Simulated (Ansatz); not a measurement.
# Ti (model cell, started as body-centred cubic): relaxing the cell for a phonon run

Task: relax Ti (model cell, started as body-centred cubic) tightly.

Method: DFT PBEsol, scalar-relativistic, plane waves, PAW; PAW set soft_1, in Ansatz 0.2.0.

This is a report of a sequence of runs, with most program output left out.

This is not the structure that Ti takes at ambient pressure and room temperature (hexagonal, No. 194); it is a model or a phase of other conditions.

### Step 1. Starting point

It takes space group Im-3m (No. 229, cubic). The conventional cell has a = 3.250 Å, b = 3.250 Å, c = 3.250 Å, α = 90.00°, β = 90.00°, γ = 90.00°. Nearest to Ti lie 8 Ti at 2.81 Å.

### Step 2. Probe on a coarse mesh

A quick single point on a coarse mesh tells whether the cell has a gap and how far it is from rest, which sets the k mesh and smearing that follow.

Contents of input.yaml:

```yaml
crystal:
  lattice:
    - [-1.625, 1.625, 1.625]
    - [1.625, -1.625, 1.625]
    - [1.625, 1.625, -1.625]
  atoms:
    - { symbol: Ti, position: [0.0, 0.0, 0.0] }
kpoints:
  mp_grid: { grid: [8, 8, 8] }
hamiltonian:
  xc: pbesol
  pseudopotentials: { kind: paw, azcp: { folder: soft_1 }, xc_functional: pbe }
scf:
  occupations: { method: gaussian, width: 0.1 }
output:
  forces: true
  stress: true
  eigenvalues: true
```

The run is started by

```
ansatz run input.yaml --threads 4 --pin off --max-ram 16384MiB --backend cpu --events-out ev --progress --plain --runs-dir out
```

It took 0.83 s on 4 threads of Arm Neoverse V1, shared host; peak memory 0.25 GiB; 1.2 s of CPU time.

Numbers from this step:

| Item | Value |
| --- | --- |
| pressure | -4.099 GPa |
| volume per atom | 17.16 Å³ |
| gap on the k-mesh | 0 eV |

The coarse mesh shows no gap and a pressure of -4.1 GPa.

### Step 3. Bringing the structure to rest

Harmonic phonons are second derivatives at a point where the forces vanish, and they are wanted at zero stress, so atoms and cell are relaxed first.

input.yaml: that of step 2 with these lines changed.

```diff
@@ -8,3 +8,3 @@
 kpoints:
-  mp_grid: { grid: [8, 8, 8] }
+  mp_grid: { grid: [18, 18, 18] }
 hamiltonian:
@@ -18 +18,6 @@
   eigenvalues: true
+relax:
+  adjacent_minimum: "off"
+  f_tol: 0.005
+  max_steps: 80
+  cell: { stress_tol: 0.05 }
```

Wall time 3.4 s (4 threads); peak memory 0.33 GiB; 12 s of CPU time.

The steps of the relaxation:

```csv
step,energy less that of the first step (eV),largest force component (eV/Å),pressure (GPa),volume (Å³)
1,0.0000,0.0000,-3.98,17.16
2,-0.0035,0.0000,3.37,16.07
3,-0.0082,0.0000,-0.14,16.55
4,-0.0082,0.0000,0.00,16.53
5*,-0.0080,0.0000,0.01,16.53
```

Relaxation steps marked * repeat the geometry before them on a plane-wave basis chosen anew for their cell, so energy and pressure can jump there.

| conventional cell, symmetrised | before | after | change |
| --- | --- | --- | --- |
| a (Å) | 3.250 | 3.210 | -1.2 % |
| b (Å) | 3.250 | 3.210 | -1.2 % |
| c (Å) | 3.250 | 3.210 | -1.2 % |
| volume (Å³/atom) | 17.16 | 16.53 | -3.7 % |

Final coordinates:

```xyz
1
Lattice="-1.6049 1.6049 1.6049 1.6049 -1.6049 1.6049 1.6049 1.6049 -1.6049" Properties=species:S:1:pos:R:3 pbc="T T T"
Ti    0.0000    0.0000    0.0000
```

Numbers from this step:

```
pressure        : 0.01417 GPa
volume per atom : 16.53 Å³
```

In this step the volume went from 17.16 to 16.53 Å³/atom.

### Step 4. Relaxing to small forces for the phonons

Phonons need a cell at rest on their own settings, so the relaxation is repeated with tight tolerances on forces and stress on the k mesh and occupations of the first response run.

input.yaml, the sections that differ from step 3:

```yaml
crystal:
  lattice:
    - [-1.6048639171, 1.6048639171, 1.6048639171]
    - [1.6048639171, -1.6048639171, 1.6048639171]
    - [1.6048639171, 1.6048639171, -1.6048639171]
  atoms:
    - { symbol: Ti, position: [0.0, 0.0, 0.0] }
kpoints:
  mp_grid: { grid: [20, 20, 20] }
scf:
  occupations: { method: methfessel_paxton, width: 0.2 }
relax:
  adjacent_minimum: "off"
  f_tol: 0.001
  max_steps: 60
  cell: { stress_tol: 0.01 }
# hamiltonian, output: as in step 3
```

Elapsed: 3.2 s, on 4 threads; peak memory 0.34 GiB.

Little changed from the start: no atom moved by 0.005 Å and no cell edge by 0.1 %.

This step gave:

```
pressure        : -6.64e-4 GPa
volume per atom : 16.52 Å³
```

The forces vanish by symmetry and the pressure is -0.001 GPa, within the tolerances set. The cell now holds 16.52 Å³/atom.

### Step 5. Results

| Quantity | Value |
| --- | --- |
| space group after relaxation (within 0.01 Å) | Im-3m |
| lattice constant a | 3.209 Å |
| lattice constant b | 3.209 Å |
| lattice constant c | 3.209 Å |
| volume per atom | 16.5 Å³ |

**Reading.** The forces vanish by symmetry and the pressure is -0.001 GPa, within the tolerances set. The cell now holds 16.52 Å³/atom. The relaxation keeps the symmetry of its start, so it says nothing on stability against lower symmetry. The PAW files were made for PBE and serve the other functionals too. The starting cell was built on a prototype and not taken from a measurement, so the phase need not exist.

[Logs are printed without paths, hosts, clocks, repeated set-up lines and the standing remarks that a program may print on its own settings, such as how far it seeks lower states.]

[Hosts, paths, dates, database ids (printed as entryN), source tags and the programs' standing remarks are cut or masked in the printed files.]
